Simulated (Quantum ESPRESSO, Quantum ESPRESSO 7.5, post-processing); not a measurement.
# Re(0001), 5 layers against a metal electrode, stepped through the charge of the slab

Wanted: a table for Re(0001), 5 layers against a metal electrode against the charge of the slab, and what can be fitted to it.

Program: Quantum ESPRESSO 7.5. Level of theory: plane-wave DFT, PBE, GBRV ultrasoft pseudopotentials. Results are calculated unless marked as measured.

This is a report of a sequence of runs, with most program output left out.

### Step 1. The structure

It takes space group P6_3/mmc (No. 194, hexagonal). Conventional cell: a = 2.760 Å, b = 2.760 Å, c = 4.457 Å, α = 90.00°, β = 90.00°, γ = 120.00°. Re has 12 Re at 2.74 to 2.76 Å nearest.

Set-up: The slab is relaxed neutral, then held. ESM with bc3: vacuum below and a metal electrode about 6 Å above the top atoms. Cold smearing of 0.02 Ry. Charges are set per cell from the starting area. The slabs take the lattice constants of the bulk relaxed by the same program.

Members 2, 3, 4.5, 6, 7 and 8 took the same steps and show in the table alone.

### Step 2. Relaxing cell and ions of the reference

The bulk crystal is relaxed in cell and atoms; the members are built on its lattice constants.

ref.vc.in reads:

```
&control
  prefix = 'ref.vc'
  outdir = './out'
  pseudo_dir = './pseudo'
  nstep = 40
  forc_conv_thr = 0.0003
  calculation = 'vc-relax'
/
&system
  ibrav = 0
  nat = 2
  ntyp = 1
  ecutwfc = 50
  ecutrho = 250
  occupations = 'smearing'
  smearing = 'mv'
  degauss = 0.02
/
&electrons
  conv_thr = 1e-09
  mixing_beta = 0.4
  electron_maxstep = 120
/
&ions
/
&cell
  press_conv_thr = 0.3
/
ATOMIC_SPECIES
  Re  186.2070  re_pbe_v1.2.uspp.F.UPF
CELL_PARAMETERS angstrom
  2.76000000000000 0.00000000000000 0.00000000000000
  -1.38000000000000 2.39023011444505 0.00000000000000
  0.00000000000000 0.00000000000000 4.45740000000000
ATOMIC_POSITIONS crystal
  Re  0.333333333333 0.666666666667 0.250000000000
  Re  0.666666666667 0.333333333333 0.750000000000
K_POINTS automatic
  17 17 9 0 0 0
```

The run is started by

```console
$ OMP_NUM_THREADS=1 mpirun -n 4 pw.x -nk 4 -in ref.vc.in > ref.vc.out
```

Wall time 75 s (4 MPI ranks of Arm Neoverse V1, shared host); peak memory 0.39 GiB; 5 min of CPU time.

Step by step:

```csv
step,energy less that of the first step (eV),largest force (eV/Å),volume (Å³)
1,0.0000,0.0000,29.41
2,-0.0016,0.0000,30.33
3,-0.0091,0.0000,29.90
4,-0.0091,0.0000,29.89
5,-0.0097,0.0000,29.89
```

```csv
"conventional cell, symmetrised",before,after,change
a (Å),2.760,2.774,+0.5 %
b (Å),2.760,2.774,+0.5 %
c (Å),4.457,4.484,+0.6 %
volume (Å³/atom),14.70,14.94,+1.6 %
```

The relaxed structure:

```
Re
1.0
     2.77424    0.00000    0.00000
    -1.38712    2.40256    0.00000
     0.00000    0.00000    4.48370
Re
2
Cartesian
  0.0000 1.6017 1.1209
  1.3871 0.8009 3.3628
```

 The last row is no step: it is a fresh SCF in the final cell with a new plane-wave basis, -1 meV from the row before.

This step gave:

- free energy: -5188.0598 eV
- Fermi energy: 23.93 eV

### Step 3. Relaxing the ions of the reference

What the set-up leaves free in this member is relaxed.

System of this step: Re(0001), 5 layers. The cell holds 5 atoms: 5 Re. Its edges and angles: a = 2.774 Å, b = 2.774 Å, c = 24.056 Å, α = 90.0°, β = 90.0°, γ = 60.0°. It derives from Re. Vacuum lies along c.

ref.relax.in reads:

```
&control
  prefix = 'ref.relax'
  outdir = './out'
  pseudo_dir = './pseudo'
  nstep = 40
  forc_conv_thr = 0.001
  calculation = 'relax'
/
&system
  ibrav = 0
  nat = 5
  ntyp = 1
  ecutwfc = 40
  ecutrho = 200
  occupations = 'smearing'
  smearing = 'mv'
  degauss = 0.02
/
&electrons
  conv_thr = 1e-08
  mixing_beta = 0.4
  electron_maxstep = 120
  mixing_mode = 'local-TF'
/
&ions
/
ATOMIC_SPECIES
  Re  186.2070  re_pbe_v1.2.uspp.F.UPF
CELL_PARAMETERS angstrom
  2.77423966200000 0.00000000000000 0.00000000000000
  1.38711983100000 2.40256202347835 0.00000000000000
  0.00000000000000 0.00000000000000 24.05592833616611
ATOMIC_POSITIONS crystal
  Re  0.000000000000 0.000000000000 0.313613327312
  Re  0.666666666700 0.666666666700 0.406806663656
  Re  0.000000000000 0.000000000000 0.500000000000 0 0 0
  Re  0.666666666700 0.666666666700 0.593193336344
  Re  0.000000000000 0.000000000000 0.686386672688
K_POINTS automatic
  12 12 1 0 0 0
```

The run is started by

```console
$ OMP_NUM_THREADS=1 mpirun -n 4 pw.x -nk 4 -in ref.relax.in > ref.relax.out
```

Elapsed: 5.6 min, on 4 MPI ranks; peak memory 0.87 GiB; 22 min of CPU time.

Step by step:

```csv
step,energy less that of the first step (eV),largest force (eV/Å)
1,0.0000,1.0790
2,-0.0705,0.6526
3,-0.1091,0.2206
4,-0.1118,0.0952
5,-0.1123,0.0915
6,-0.1129,0.0793
7,-0.1137,0.0574
8,-0.1144,0.0251
```

The atoms that moved most (Å):

```csv
atom,dx,dy,dz,length
Re1,0.000,0.000,0.068,0.068
Re5,0.000,0.000,-0.068,0.068
Re4,0.000,0.000,0.039,0.039
Re2,0.000,0.000,-0.039,0.039
```

The relaxation lowers the energy by 23 meV an atom. On the free atoms the largest force ends at 0.025 eV/Å.

Read from the output:

* free energy: -12967.8495 eV
* Fermi energy: 8.571 eV

### Step 4. Ground state, 0 ×10¹³ e/cm²

A run under open boundaries on these atoms gives the vacuum levels.

m2.esm.in reads:

```
&control
  prefix = 'm2.esm'
  outdir = './out'
  pseudo_dir = './pseudo'
  calculation = 'scf'
  tprnfor = .true.
/
&system
  ibrav = 0
  nat = 5
  ntyp = 1
  ecutwfc = 40
  ecutrho = 200
  occupations = 'smearing'
  smearing = 'mv'
  degauss = 0.02
  assume_isolated = 'esm'
  esm_bc = 'bc3'
  tot_charge = 0.0
/
&electrons
  conv_thr = 1e-08
  mixing_beta = 0.25
  electron_maxstep = 160
  mixing_mode = 'local-TF'
  mixing_ndim = 12
/
ATOMIC_SPECIES
  Re  186.2070  re_pbe_v1.2.uspp.F.UPF
CELL_PARAMETERS angstrom
  2.77423966200000 0.00000000000000 0.00000000000000
  1.38711983100000 2.40256202347835 0.00000000000000
  0.00000000000000 0.00000000000000 24.05592833616611
ATOMIC_POSITIONS crystal
  Re  0.000000000000 0.000000000000 -0.121209956490
  Re  0.666666666700 0.666666666700 -0.032470878190
  Re  0.000000000000 0.000000000000 0.062354691910
  Re  0.666666666700 0.666666666700 0.157180262010
  Re  0.000000000000 0.000000000000 0.245919340310
K_POINTS automatic
  12 12 1 0 0 0
```

The run is started by

```console
$ OMP_NUM_THREADS=1 mpirun -n 4 pw.x -nk 4 -in m2.esm.in > m2.esm.out
```

Elapsed: 1.8 min, on 4 MPI ranks; peak memory 0.82 GiB; 7.2 min of CPU time.

Numbers from this step:

* Fermi energy: -4.992 eV
* vacuum line at the lower end of the cell, over the Fermi level: 4.987 eV
* slope of the potential above: 2.46e-4 eV/Å
* vacuum line at the upper end of the cell, over the Fermi level: 4.992 eV

The potential energy, planar mean oscillates, so the rows of the table below give means over windows of 2.23 Å about each position, cut where the curve ends. Its maxima inside the range that stand out by 2 % of the span (Å: eV): -1.9: -3.11, 0.3: -1.68, 2.7: -1.70, 4.9: -3.13. Its minima: -2.8: -14.2, -0.9: -14.5, 1.3: -14.3, 3.9: -14.5, 5.8: -14.2.

Electrostatic potential energy of an electron; zero at the Fermi level. Table of potential energy, planar mean by z; means over each step:

```csv
z (Å),"potential energy, planar mean (eV)"
-10.91,4.99
-8.68,4.99
-6.45,4.96
-4.22,-1.15
-1.99,-10.3
0.24,-9.30
2.47,-9.27
4.70,-10.3
6.93,-3.68
9.16,4.93
11.39,4.99
```

Inside the slab this potential holds the local part of the pseudopotentials, which can be repulsive at the nuclei; only its value in the vacuum has a meaning of its own.

### Step 5. Self-consistent run, 1 ×10¹³ e/cm²

m3.esm.in is the input of step 4 with these lines changed:

```diff
@@ -1,3 +1,3 @@
 &control
-  prefix = 'm2.esm'
+  prefix = 'm3.esm'
   outdir = './out'
@@ -18,3 +18,3 @@
   esm_bc = 'bc3'
-  tot_charge = 0.0
+  tot_charge = 0.0066
 /
@@ -26,2 +26,3 @@
   mixing_ndim = 12
+  startingpot = 'file'
 /
```

The run is started by

```console
$ cp -r out/m2.esm.save out/m3.esm.save
$ OMP_NUM_THREADS=1 mpirun -n 4 pw.x -nk 4 -in m3.esm.in > m3.esm.out
```

Run time: 2 min. Hardware: 4 MPI ranks; peak memory 0.81 GiB.

This step gave:

- Fermi energy: -5.747 eV
- vacuum line at the lower end of the cell, over the Fermi level: 4.989 eV
- slope of the potential above: 0.1791 eV/Å
- vacuum line at the upper end of the cell, over the Fermi level: 5.747 eV

Inside the slab this potential holds the local part of the pseudopotentials, which can be repulsive at the nuclei; only its value in the vacuum has a meaning of its own.

### Step 6. Self-consistent run, -1.5 ×10¹³ e/cm²

m1.esm.in is the input of step 5 with these lines changed:

```diff
@@ -1,3 +1,3 @@
 &control
-  prefix = 'm3.esm'
+  prefix = 'm1.esm'
   outdir = './out'
@@ -18,3 +18,3 @@
   esm_bc = 'bc3'
-  tot_charge = 0.0066
+  tot_charge = -0.0099
 /
```

The run is started by

```console
$ cp -r out/m2.esm.save out/m1.esm.save
$ OMP_NUM_THREADS=1 mpirun -n 4 pw.x -nk 4 -in m1.esm.in > m1.esm.out
```

Elapsed: 1.9 min, on 4 MPI ranks; peak memory 0.82 GiB.

This step gave:

| Property | Result |
| --- | --- |
| Fermi energy | -3.873 eV |
| vacuum line at the lower end of the cell, over the Fermi level | 4.998 eV |
| slope of the potential above | -0.2680 eV/Å |
| vacuum line at the upper end of the cell, over the Fermi level | 3.874 eV |

Inside the slab this potential holds the local part of the pseudopotentials, which can be repulsive at the nuclei; only its value in the vacuum has a meaning of its own.

### Step 7. SCF with pw.x, -3 ×10¹³ e/cm²

m0.esm.in is the input of step 6 with these lines changed:

```diff
@@ -1,3 +1,3 @@
 &control
-  prefix = 'm1.esm'
+  prefix = 'm0.esm'
   outdir = './out'
@@ -18,3 +18,3 @@
   esm_bc = 'bc3'
-  tot_charge = -0.0099
+  tot_charge = -0.01979
 /
```

The run is started by

```console
$ cp -r out/m1.esm.save out/m0.esm.save
$ OMP_NUM_THREADS=1 mpirun -n 4 pw.x -nk 4 -in m0.esm.in > m0.esm.out
```

Run time: 3 min. Hardware: 4 MPI ranks; peak memory 0.82 GiB; 12 min of CPU time.

Read from the output:

* Fermi energy: -2.774 eV
* vacuum line at the lower end of the cell, over the Fermi level: 4.989 eV
* slope of the potential above: -0.5358 eV/Å
* vacuum line at the upper end of the cell, over the Fermi level: 2.775 eV

Inside the slab this potential holds the local part of the pseudopotentials, which can be repulsive at the nuclei; only its value in the vacuum has a meaning of its own.

### Step 8. The series side by side

The series in one table:

```csv
the charge of the slab (positive: electrons removed),electrode's level over the Fermi level (eV),far face's level over the Fermi level (eV),field in the gap (eV/Å)
-3 ×10¹³ e/cm²,2.775,4.989,-0.5358
-1.5 ×10¹³ e/cm²,3.874,4.998,-0.268
0 ×10¹³ e/cm²,4.992,4.987,0.0002456
1 ×10¹³ e/cm²,5.747,4.989,0.1791
2 ×10¹³ e/cm²,6.506,4.992,0.3577
3 ×10¹³ e/cm²,7.273,4.993,0.5366
4.5 ×10¹³ e/cm²,8.431,4.993,0.805
6 ×10¹³ e/cm²,9.599,4.995,1.073
7 ×10¹³ e/cm²,10.38,4.984,1.252
8 ×10¹³ e/cm²,11.17,4.986,1.431
```

### Step 9. A check by hand

Last interval: C = Δσ/ΔV = 0.00099 e/Å² / 0.789 V × 1602 = 2.01 µF/cm².

### Step 10. What came out

```json
{"mean capacitance at positive charge": "2.05 μF/cm²", "effective gap ε₀/C": "4.31 Å", "top atoms to electrode": "6.11 Å"}
```

What this shows: The series holds 10 members; mean capacitance at positive charge: 2.05 μF/cm²; effective gap ε₀/C: 4.31 Å; top atoms to electrode: 6.11 Å (PBE, GBRV ultrasoft). Interval by interval C lies between 2.01 and 2.16 µF/cm². The far face's level moves by 0.01 eV over the series: the slab screens like a metal, and averaged over the positive charges the image plane lies 1.80 Å above the top atoms. Vacuum fills the gap; ions don't answer the charge; added electrons can spill towards the electrode at the most negative charges.

[Logs are printed without paths, hosts, clocks, repeated set-up lines and the standing remarks that a program may print on its own settings, such as how far it seeks lower states.]

[Hosts, paths, dates, database ids (printed as entryN), source tags and the programs' standing remarks are cut or masked in the printed files.]

[Maps of the electrostatic potential energy from Ansatz leave out the sawtooth potential of an applied field or a dipole correction, so their vacuum need not be flat; planar profiles and work functions include it.]
